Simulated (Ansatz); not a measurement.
# A hypothetical structure for Ta2Te2S

This structure for Ta2Te2S is made up. Its elements were placed in a known structure type with a cell scaled to their sizes. What cell does the guess relax to, and how far off was it?

Program: Ansatz 0.2.0. Level of theory: DFT, PBE, plane-wave PAW, files of the set soft_1, scalar-relativistic, no spin, cell and ions relaxed at zero pressure; PAW set soft_1. Results are calculated unless marked as measured.

## Step 1: The starting structure

The structure is trigonal, space group R-3m (No. 166). Conventional cell: a = 4.082 Å, b = 4.082 Å, c = 28.076 Å, α = 90.00°, β = 90.00°, γ = 120.00°. Nearest to Ta lie 3 S at 2.88 Å and 3 Te at 2.94 Å. Nearest to Te lie 3 Ta at 2.94 Å. Nearest to S lie 6 Ta at 2.88 Å. Farther neighbours and most contacts between anions are not listed.

As a file:

```cif
data_structure
_symmetry_space_group_name_H-M 'R-3m:H'
_symmetry_Int_Tables_number 166
_cell_length_a 4.0820
_cell_length_b 4.0820
_cell_length_c 28.0760
_cell_angle_alpha 90.000
_cell_angle_beta 90.000
_cell_angle_gamma 120.000
_cell_volume 405.15
loop_
_atom_site_label
_atom_site_type_symbol
_atom_site_symmetry_multiplicity
_atom_site_Wyckoff_symbol
_atom_site_fract_x
_atom_site_fract_y
_atom_site_fract_z
_atom_site_occupancy
Ta1 Ta 6 c 0.33333 0.66667 0.05870 1
Te1 Te 6 c 0.66667 0.33333 0.12130 1
S1 S 3 a 0.00000 0.00000 0.00000 1
```

## Step 2: Relaxation of the guess

The guessed cell has no reason to be at equilibrium. It is relaxed with the atoms, within the space group of the guess.

Input file input.yaml:

```yaml
crystal:
  lattice:
    - [2.041, 1.178371899, 9.358666667]
    - [-2.041, 1.178371899, 9.358666667]
    - [0.0, -2.356743799, 9.358666667]
  atoms:
    - { symbol: Ta, position: [0.392033333, 0.392033333, 0.392033333] }
    - { symbol: Ta, position: [0.607966667, 0.607966667, 0.607966667] }
    - { symbol: Te, position: [0.787966667, 0.787966667, 0.787966667] }
    - { symbol: Te, position: [0.212033333, 0.212033333, 0.212033333] }
    - { symbol: S, position: [0.0, 0.0, 0.0] }
kpoints:
  mp_grid: { grid: [8, 8, 8] }
scf:
  occupations: { method: fermi_dirac, width: 0.05 }
hamiltonian:
  xc: pbe
  pseudopotentials: { kind: paw, azcp: { folder: soft_1 } }
relax:
  f_tol: 0.015
  max_steps: 70
  cell: {}
output:
  forces: true
  stress: true
```

Started as:

```bash
$ ansatz run input.yaml --threads 4 --pin off --max-ram 8192MiB --backend cpu --events-out ev --progress --plain --runs-dir out
```

Numbers of over 12 decimals in the logs are rounded to 6 here.

Output:

```text
basis.fft_grid_basis auto: the FFT boxes are laid along the combinations [[1, 0, -1], [0, 1, -1], [0, 0, 1]] of the cell's own vectors, 4.082, 4.082 and 9.651 Å long. The dense box has 30×30×72 points. Along the cell's own vectors, as sized, it would have 72×72×72, 5.76 times as many. Of the 12 symmetry operations that the crystal satisfies within crystal.symmetry.tolerance (time reversal apart; of a slab, those that [...]
Engine: ansatz 0.2.0, aarch64-unknown-linux-gnu
Pseudopotentials: kind: paw
Pseudopotential: Ta, paw, valence charge 13, recommended cutoff 420 eV (normal), soft_1/Ta.paw.azcp
Pseudopotential: Te, paw, valence charge 16, recommended cutoff 420 eV (normal), soft_1/Te.paw.azcp
Pseudopotential: S, paw, valence charge 6, recommended cutoff 420 eV (normal), soft_1/S.paw.azcp
Functional definition: PBE
  parameter kappa = 0.804
  parameter beta = 0.066725
  exchange = pbe_x(kappa = kappa, mu = beta*pi^2/3)
  correlation = pbe_c(beta = beta)
Crystal: 5 atoms, lattice volume = 135.049 Å³
Basis set: ecut = 420 eV, 2611 PW (Γ), FFT grids on a1−a3, a2−a3, a3, exchange–correlation on 60×60×144 points (8 copies of the dense FFT grid, shifted against one another)
Bands: 39, of which v1, the nominal top of the filled ones, is band 32 counted from 1 (31 counted from 0)
Symmetry: 12 space group operations
Space group: R-3m (ITA 166), of the structure as read, at distance tolerance 5.1e-5 Å
k-points: 65 of 512
Non-local potential: Ta, projectors of the file, l = 0: 3, l = 1: 2, l = 2: 2, l = 3: 1
Non-local potential: Te, projectors of the file, l = 0: 2, l = 1: 2, l = 2: 2, l = 3: 1
Non-local potential: S, projectors of the file, l = 0: 2, l = 1: 2, l = 2: 1
PAW form: soft (Blöchl's): semilocal exchange-correlation on the pseudo side does not see the compensation charge
PAW one-centre angular grid: Ta, 590 points (default); XC on 64 Gauss nodes
PAW one-centre angular grid: Te, 590 points (default); XC on 64 Gauss nodes
PAW one-centre angular grid: S, 110 points (default); XC on 64 Gauss nodes
Initial density: superposition of atomic densities (chi_scale 0.1, normalization cell, long waves kept (reshape's long-wave potential 0.18 eV rms))
Initial wavefunctions: pseudopotential atomic-orbital guess
Functional: x = pbe(κ = 0.804, μ = 0.219515), c = pbe(β = 0.066725)
SCF iter   1: F=—  HF=-34728.594177 eV  |F-HF|=—  |Δ(HF+E_count)|=         —  Δρ=3.88e-2  dr2=7.66e0  ethr=3.10e-3  ⟨swp⟩=6.7  Hψ=10806  notcnv=0
preconditioner: auto → Kerker (q_TF=auto, 2.409 Å⁻¹)  [metal: Δε(μ)=0.003 eV  Ē_g=5.748 eV  σ=0.050 eV  W_gap=0.02  n_scr=36 (ndim 8)  ℏωp=16.9 eV  f_vac=0.000  D(μ)=9.35/eV (n_scr^D=94)]
SCF iter   2: F=—  HF=-34727.873914 eV  |F-HF|=—  |Δ(HF+E_count)|=   7.20e-1  Δρ=2.15e-2  dr2=2.66e0  ethr=3.10e-3  ⟨swp⟩=2.6  Hψ=3395  notcnv=0
SCF iter   3: F=—  HF=-34727.516975 eV  |F-HF|=—  |Δ(HF+E_count)|=   3.57e-1  Δρ=3.75e-3  dr2=9.39e-2  ethr=3.10e-3  ⟨swp⟩=2.7  Hψ=3634  notcnv=0
SCF iter   4: F=—  HF=-34727.511617 eV  |F-HF|=—  |Δ(HF+E_count)|=   5.36e-3  Δρ=1.77e-3  dr2=1.44e-2  ethr=1.47e-4  ⟨swp⟩=2.6  Hψ=4249  notcnv=0
SCF iter   5: F=—  HF=-34727.510948 eV  |F-HF|=—  |Δ(HF+E_count)|=   6.69e-4  Δρ=5.65e-4  dr2=2.71e-3  ethr=2.26e-5  ⟨swp⟩=2.0  Hψ=3280  notcnv=0
SCF iter   6: F=—  HF=-34727.510964 eV  |F-HF|=—  |Δ(HF+E_count)|=   1.62e-5  Δρ=2.39e-4  dr2=2.50e-4  ethr=4.23e-6  ⟨swp⟩=2.4  Hψ=3677  notcnv=0
SCF iter   7: F=—  HF=-34727.510969 eV  |F-HF|=—  |Δ(HF+E_count)|=   5.01e-6  Δρ=9.27e-5  dr2=3.41e-5  ethr=3.91e-7  ⟨swp⟩=2.3  Hψ=4600  notcnv=0
SCF iter   8: F=—  HF=-34727.510971 eV  |F-HF|=—  |Δ(HF+E_count)|=   2.18e-6  Δρ=2.75e-5  dr2=1.06e-6  ethr=5.33e-8  ⟨swp⟩=2.0  Hψ=3449  notcnv=0
SCF iter   9: F=—  HF=-34727.510972 eV  |F-HF|=—  |Δ(HF+E_count)|=   6.81e-7  Δρ=1.04e-5  dr2=1.83e-7  ethr=1.66e-9  ⟨swp⟩=2.0  Hψ=3562  notcnv=0
SCF iter  10: F=-34727.510972 eV  HF=-34727.510972 eV  |F-HF|=3.71e-9  |Δ(HF+E_count)|=   8.73e-8  Δρ=3.20e-6  dr2=2.16e-8  ethr=1.56e-10  ⟨swp⟩=5.0  Hψ=9176  notcnv=0
SCF 1 converged in 10 iterations: F = -34727.510972 eV  dr2 = 2.16e-8
  greatest PAW one-centre occupation: 0.999 electrons in one spin orbital (limit 2), on the Ta atom at site 1 (counted from 0), in its partial waves of l = 0
relax step   1: F+E_penalty+E_count = -34727.51097216 eV  Δ(F+E_penalty+E_count) = +0.000e0 eV  max|allowed force component| = 1.903e0 eV/Å  Δτ_max = 0.0000 Å  P = -14.012 GPa  Ω = 135.049 Å³  (10 SCF iters, dr2 threshold 1.00e-7 eV, accepted)
Crystal: 5 atoms, lattice volume = 118.166 Å³
Basis set: ecut = 420 eV, 2317 PW (Γ), FFT grids on a1−a3, a2−a3, a3, exchange–correlation on 60×60×144 points (8 copies of the dense FFT grid, shifted against one another)
Initial density: handed on by an earlier stage of this run
Initial wavefunctions: those handed on with the density
iter 1 solved again at ethr=1.74e-3 eV; its pass at ethr=3.10e-3 eV (dr2=1.11e0 eV) is discarded
SCF iter   1: F=—  HF=-34729.465784 eV  |F-HF|=—  |Δ(HF+E_count)|=         —  Δρ=1.53e-2  dr2=1.11e0  ethr=1.74e-3  ⟨swp⟩=1.0  Hψ=14649  notcnv=0
preconditioner: auto → Kerker (q_TF=auto, 2.463 Å⁻¹)  [metal: Δε(μ)=0.027 eV  Ē_g=6.761 eV  σ=0.050 eV  W_gap=0.13  n_scr=30 (ndim 8)  ℏωp=18.1 eV  f_vac=0.004  D(μ)=4.32/eV (n_scr^D=36)]
SCF iter   2: F=—  HF=-34729.389022 eV  |F-HF|=—  |Δ(HF+E_count)|=   7.68e-2  Δρ=8.96e-3  dr2=5.12e-1  ethr=1.74e-3  ⟨swp⟩=1.0  Hψ=2535  notcnv=0
SCF iter   3: F=—  HF=-34729.330048 eV  |F-HF|=—  |Δ(HF+E_count)|=   5.90e-2  Δρ=1.72e-3  dr2=2.34e-2  ethr=8.00e-4  ⟨swp⟩=2.4  Hψ=3379  notcnv=0
SCF iter   4: F=—  HF=-34729.328161 eV  |F-HF|=—  |Δ(HF+E_count)|=   1.89e-3  Δρ=7.04e-4  dr2=1.30e-3  ethr=3.65e-5  ⟨swp⟩=1.8  Hψ=3151  notcnv=0
SCF iter   5: F=—  HF=-34729.328245 eV  |F-HF|=—  |Δ(HF+E_count)|=   8.32e-5  Δρ=1.95e-4  dr2=8.04e-5  ethr=2.02e-6  ⟨swp⟩=2.0  Hψ=3409  notcnv=0
SCF iter   6: F=—  HF=-34729.328272 eV  |F-HF|=—  |Δ(HF+E_count)|=   2.75e-5  Δρ=7.68e-5  dr2=1.49e-5  ethr=1.26e-7  ⟨swp⟩=2.1  Hψ=4531  notcnv=0
SCF iter   7: F=—  HF=-34729.328280 eV  |F-HF|=—  |Δ(HF+E_count)|=   8.05e-6  Δρ=2.72e-5  dr2=2.21e-6  ethr=2.33e-8  ⟨swp⟩=2.0  Hψ=3411  notcnv=0
SCF iter   8: F=-34729.328281 eV  HF=-34729.328281 eV  |F-HF|=2.55e-8  |Δ(HF+E_count)|=   1.15e-6  Δρ=9.13e-6  dr2=1.45e-7  ethr=7.81e-10  ⟨swp⟩=5.2  Hψ=9480  notcnv=0
SCF 2 converged in 8 iterations: F = -34729.328281 eV  dr2 = 1.45e-7
[...]
SCF iter   7: F=—  HF=-34730.217082 eV  |F-HF|=—  |Δ(HF+E_count)|=   8.17e-6  Δρ=4.41e-5  dr2=5.42e-6  ethr=9.03e-8  ⟨swp⟩=2.0  Hψ=3204  notcnv=0  defer=2
SCF iter   8: F=-34730.217084 eV  HF=-34730.217084 eV  |F-HF|=5.83e-8  |Δ(HF+E_count)|=   1.98e-6  Δρ=1.33e-5  dr2=3.67e-7  ethr=7.81e-10  ⟨swp⟩=4.0  Hψ=10515  notcnv=0
SCF 3 converged in 8 iterations: F = -34730.217084 eV  dr2 = 3.67e-7
relax step   3: F+E_penalty+E_count = -34730.21708427 eV  Δ(F+E_penalty+E_count) = -8.888e-1 eV  max|allowed force component| = 1.539e0 eV/Å  Δτ_max = 0.1949 Å  P = +0.504 GPa  Ω = 111.249 Å³  energy of the carried Pulay correction = +3.400e-3 eV  (8 SCF iters, dr2 threshold 5.00e-7 eV, accepted)
[... from here on, the SCF cycles and remarks between the steps are left out ...]
relax step   4: F+E_penalty+E_count = -34730.38218124 eV  Δ(F+E_penalty+E_count) = -1.651e-1 eV  max|allowed force component| = 6.815e-1 eV/Å  Δτ_max = 0.1946 Å  P = +3.537 GPa  Ω = 112.129 Å³  energy of the carried Pulay correction = +3.263e-3 eV  (7 SCF iters, dr2 threshold 5.00e-7 eV, accepted)
relax step   5: F+E_penalty+E_count = -34730.49432147 eV  Δ(F+E_penalty+E_count) = -1.121e-1 eV  max|allowed force component| = 9.723e-2 eV/Å  Δτ_max = 0.1394 Å  P = -0.399 GPa  Ω = 120.434 Å³  energy of the carried Pulay correction = +2.013e-3 eV  (7 SCF iters, dr2 threshold 5.00e-7 eV, accepted)
relax step   6: F+E_penalty+E_count = -34730.50487805 eV  Δ(F+E_penalty+E_count) = -1.056e-2 eV  max|allowed force component| = 1.214e-2 eV/Å  Δτ_max = 0.0303 Å  P = -0.134 GPa  Ω = 121.256 Å³  energy of the carried Pulay correction = +1.893e-3 eV  (5 SCF iters, dr2 threshold 5.00e-7 eV, accepted)
relax step   7: F+E_penalty+E_count = -34730.51222296 eV  Δ(F+E_penalty+E_count) = -7.345e-3 eV  max|allowed force component| = 1.661e-2 eV/Å  Δτ_max = 0.0508 Å  P = +0.174 GPa  Ω = 122.807 Å³  energy of the carried Pulay correction = +1.670e-3 eV  (6 SCF iters, dr2 threshold 3.80e-7 eV, accepted)
relax step   8: F+E_penalty+E_count = -34730.51268640 eV  Δ(F+E_penalty+E_count) = -4.634e-4 eV  max|allowed force component| = 1.683e-2 eV/Å  Δτ_max = 0.0144 Å  P = +0.031 GPa  Ω = 123.546 Å³  energy of the carried Pulay correction = +1.565e-3 eV  (5 SCF iters, dr2 threshold 1.26e-7 eV, accepted)
relax step   9: F+E_penalty+E_count = -34730.51290614 eV  Δ(F+E_penalty+E_count) = -2.197e-4 eV  max|allowed force component| = 3.562e-3 eV/Å  Δτ_max = 0.0190 Å  P = -0.021 GPa  Ω = 124.448 Å³  energy of the carried Pulay correction = +1.437e-3 eV  (6 SCF iters, dr2 threshold 1.77e-8 eV, accepted)
relax step  10: F+E_penalty+E_count = -34730.51291059 eV  Δ(F+E_penalty+E_count) = -4.444e-6 eV  max|allowed force component| = 3.899e-3 eV/Å  Δτ_max = 0.0093 Å  P = +0.021 GPa  Ω = 124.792 Å³  energy of the carried Pulay correction = +1.389e-3 eV  (7 SCF iters, accepted)
Basis set: ecut = 420 eV, 2427 PW (Γ), FFT grids on a1−a3, a2−a3, a3, exchange–correlation on 54×54×144 points (8 copies of the dense FFT grid, shifted against one another)
Initial wavefunctions: pseudopotential atomic-orbital guess (no wavefunctions were taken with the density)
iter 1 solved again at ethr=1.97e-6 eV; its pass at ethr=3.10e-3 eV (dr2=1.26e-3 eV) is discarded
SCF iter   1: F=—  HF=-34730.511379 eV  |F-HF|=—  |Δ(HF+E_count)|=         —  Δρ=1.79e-4  dr2=2.33e-6  ethr=1.97e-6  ⟨swp⟩=3.4  Hψ=17154  notcnv=0
eigensolver tolerance schedule: the retry pair's looser diagonalisation over-reported the residual by 542.12 of it (diagonalisation noise at 0.53 of the residual, at the tolerance the schedule requests for it); recorded, not acted on — ethr = c·dr2/N_el stays at c = 1.0e-1
preconditioner: auto → LDOS  [metal: Δε(μ)=0.009 eV  Ē_g=7.432 eV  σ=0.050 eV  W_gap=0.04  n_scr=36 (ndim 8)  ℏωp=17.6 eV  f_vac=0.098  D(μ)=4.23/eV (n_scr^D=36)  β→1.0]
SCF iter   2: F=—  HF=-34730.511863 eV  |F-HF|=—  |Δ(HF+E_count)|=   4.84e-4  Δρ=1.27e-5  dr2=2.29e-7  ethr=3.64e-9  ⟨swp⟩=3.0  Hψ=5157  notcnv=0
SCF iter   3: F=—  HF=-34730.511863 eV  |F-HF|=—  |Δ(HF+E_count)|=   5.05e-8  Δρ=4.30e-6  dr2=2.29e-8  ethr=3.58e-10  ⟨swp⟩=2.0  Hψ=4503  notcnv=0
SCF iter   4: F=—  HF=-34730.511863 eV  |F-HF|=—  |Δ(HF+E_count)|=   5.03e-9  Δρ=9.52e-7  dr2=9.65e-10  ethr=3.57e-11  ⟨swp⟩=2.0  Hψ=4498  notcnv=0
SCF iter   5: F=—  HF=-34730.511863 eV  |F-HF|=—  |Δ(HF+E_count)|=  2.84e-10  Δρ=3.22e-7  dr2=2.23e-10  ethr=1.51e-12  ⟨swp⟩=2.0  Hψ=4524  notcnv=0
SCF iter   6: F=-34730.511863 eV  HF=-34730.511863 eV  |F-HF|=7.28e-12  |Δ(HF+E_count)|=  2.18e-11  Δρ=6.08e-8  dr2=8.33e-12  ethr=1.00e-12  ⟨swp⟩=3.9  Hψ=10545  notcnv=0
SCF 11 converged in 6 iterations: F = -34730.511863 eV  dr2 = 8.33e-12
relax step  11: F+E_penalty+E_count = -34730.51186282 eV  Δ(F+E_penalty+E_count) = +1.048e-3 eV  max|allowed force component| = 4.020e-3 eV/Å  Δτ_max = 0.0000 Å  P = +0.024 GPa  Ω = 124.792 Å³  stress off target by 4.68e-2 GPa  SCF on the basis re-selected at this cell (its energy is not comparable with the rows above)  (6 SCF iters)
basis re-selected at this cell: Δ(F+E_penalty+E_count) = +1.048e-3 eV, ΔP = +0.003 GPa vs the last step (what re-selecting the basis moved, of the pressure what is left beyond the Pulay correction that the steps carried, after the strain that the cell walked since its last selection, with what the two solves' SCF thresholds leave and, on support functions, any second-order correction that the steps lacked; it is no measure of the basis error at this ecutwfc). The dense FFT grid was sized anew with the basis: this SCF ran on 27×27×72 points, the steps before it on 30×30×72, so part of this shift can come from that change (see relax.cell in the input reference). [rest of the remark cut]
SCF converged after 6 iterations
Free energy (F): -34730.511863 eV
Harris-Foulkes:  -34730.511863 eV  (|F-HF|=7.28e-12)
Internal energy: -34730.479689 eV  (E = F + TS)
E sigma→0 (E₀):  -34730.495776 eV
Entropy (-TS):   -0.032174 eV (-6.435 meV/atom)
Fermi energy:    11.707792 eV
--- Per-component energies (eV) ---
  E_band       = -848.079882
  E_kinetic    = 1242.035603
  E_local      = -6187.843470  (includes V_loc(G=0)·N_el)
  E_nonlocal   = 144.480023
  E_hartree    = 2859.905214
  E_xc         = -976.941354
  E_vxc        = -754.982380  (∫ρ·V_xc dr)
  E_paw        = -26562.505551  (= ΣΔE_a)
  E_vpaw       = -1011.580535  (= ΣTr[D̂ρ^β])
  E_aug_tail   = 0.000370  (compensation charges beyond the density's cutoff)
  E_ewald      = -5249.610524
  E_smearing   = -0.032174  (= −TS)
  E_closure    = -0.000000  (closes the sum)
  Σ components = -34730.511863   (vs F -34730.511863, Δ=0.00e0)
--- Forces (eV/Å), atoms counted from 1 ---
  atom   1  Ta     0.00000000     0.00000000    -0.00194602
  atom   2  Ta    -0.00000000    -0.00000000     0.00194602
  atom   3  Te    -0.00000000    -0.00000000     0.00401964
  atom   4  Te     0.00000000     0.00000000    -0.00401964
  atom   5  S      0.00000000     0.00000000    -0.00000000
  max |Σ_I F_I| component: 4.21e-29 eV/Å
--- Stress (GPa, compression-positive) ---
        0.012979       0.000000      -0.000000
        0.000000       0.012979      -0.000000
       -0.000000      -0.000000       0.046821
  P = ⅓ Tr σ = 0.0243 GPa (0.243 kbar)
--- Relaxed structure (10 steps of the walk, 10 accepted, 1 SCFs on fresh bases) ---
  F+E_penalty+E_count = -34730.51186282 eV   max|allowed force component| = 4.020e-3 eV/Å   (the final SCF, on the basis selected at the relaxed cell)
  cell:  # Å, volume = 124.7920 Å³
    - [1.900089, 1.097017, 9.978116]
    - [-1.900089, 1.097017, 9.978116]
    - [0, -2.194033, 9.978116]
  atoms:
    - { symbol: Ta, position: [0.371887, 0.371887, 0.371887] }
    - { symbol: Ta, position: [0.628113, 0.628113, 0.628113] }
    - { symbol: Te, position: [0.766975, 0.766975, 0.766975] }
    - { symbol: Te, position: [0.233025, 0.233025, 0.233025] }
    - { symbol: S, position: [-5.313656466122329e-19, -5.313656466122341e-19, -5.313656464609412e-19] }
```

The job ended after 39 s (4 threads of Arm Neoverse V2, shared host; peak memory 0.64 GiB; 2.5 min of CPU time).

The steps of the relaxation:

```tsv
step	energy less that of the first step (eV)	largest force component (eV/Å)	pressure (GPa)	volume (Å³)
1	0.0000	1.9027	-14.01	135.05
2	-1.8173	2.2979	-4.28	118.17
3	-2.7061	1.5395	0.50	111.25
4	-2.8712	0.6815	3.54	112.13
5	-2.9833	0.0972	-0.40	120.43
6	-2.9939	0.0121	-0.13	121.26
7	-3.0013	0.0166	0.17	122.81
8	-3.0017	0.0168	0.03	123.55
9	-3.0019	0.0036	-0.02	124.45
10	-3.0019	0.0039	0.02	124.79
11*	-3.0009	0.0040	0.02	124.79
```

Relaxation steps marked * repeat the geometry before them on a plane-wave basis chosen anew for their cell, so energy and pressure can jump there.

The run keeps the 12 symmetry operations that it works with, so distortions that break them were not tested.

```tsv
conventional cell, symmetrised	before	after	change
a (Å)	4.082	3.800	-6.9 %
b (Å)	4.082	3.800	-6.9 %
c (Å)	28.076	29.934	+6.6 %
volume (Å³/atom)	27.01	24.96	-7.6 %
```

The atoms that moved most (Å, as changes of fractional coordinates times the final cell):

```tsv
atom	dx	dy	dz	length
Te4	0.000	0.000	0.628	0.628
Te3	0.000	0.000	-0.628	0.628
Ta2	0.000	0.000	0.603	0.603
Ta1	0.000	0.000	-0.603	0.603
```

The relaxed structure:

```xyz
5
Lattice="1.9001 1.0970 9.9781 -1.9001 1.0970 9.9781 0.0000 -2.1940 9.9781" Properties=species:S:1:pos:R:3 pbc="T T T"
Ta    0.0000    0.0000   11.1322
Ta    0.0000    0.0000   18.8022
Te    0.0000    0.0000   22.9589
Te    0.0000    0.0000    6.9754
S     0.0000    0.0000    0.0000
```

Numbers from this step:

```
free energy             : -34730.5119 eV
energy at zero smearing : -34730.4958 eV
smearing term TS        : 0.03217 eV
Fermi energy            : 11.71 eV
electrons               : 64
symmetry operations     : 12
pressure                : 0.02426 GPa
```

Shortest distances by pair of elements, guess and relaxed (not always the same contact):

```tsv
pair	guess (Å)	relaxed (Å)
S–Ta	2.876	2.479
Ta–Te	2.940	2.869
Ta–Ta	4.052	3.185
S–Te	4.142	3.719
Te–Te	3.470	3.800
```

The relaxation ends with a largest force component of 0.0040 eV/Å and a pressure of 0.02 GPa.

## Step 3: Summary of results

| Item | Value |
| --- | --- |
| space group, relaxed | R-3m |
| conventional cell | a = 3.800, b = 3.800, c = 29.934 Å; α = 90.0°, β = 90.0°, γ = 120.0° |
| volume per atom | 24.96 Å³ (guess 27.01) |

What this shows: Ta2Te2S relaxes to R-3m with a = 3.800, b = 3.800 and c = 29.934 Å. The guessed volume was 8 % too large. The space group R-3m was held in the relaxation, so the end point is a stationary structure within it and may be a saddle against distortions or other arrangements. Mesh and cutoff weren't tested. Spin-orbit coupling is left out, which can matter for elements this heavy. No dispersion term is used, so weakly bound directions may come out too long. The runs have no spin, and magnetism wasn't tested. Nothing here tests whether the compound is stable against decomposition.

[Logs are printed without paths, hosts, clocks, repeated set-up lines and the standing remarks that a program may print on its own settings, such as how far it seeks lower states.]

[Hosts, paths, dates, database ids (printed as entryN), source tags and the programs' standing remarks are cut or masked in the printed files.]
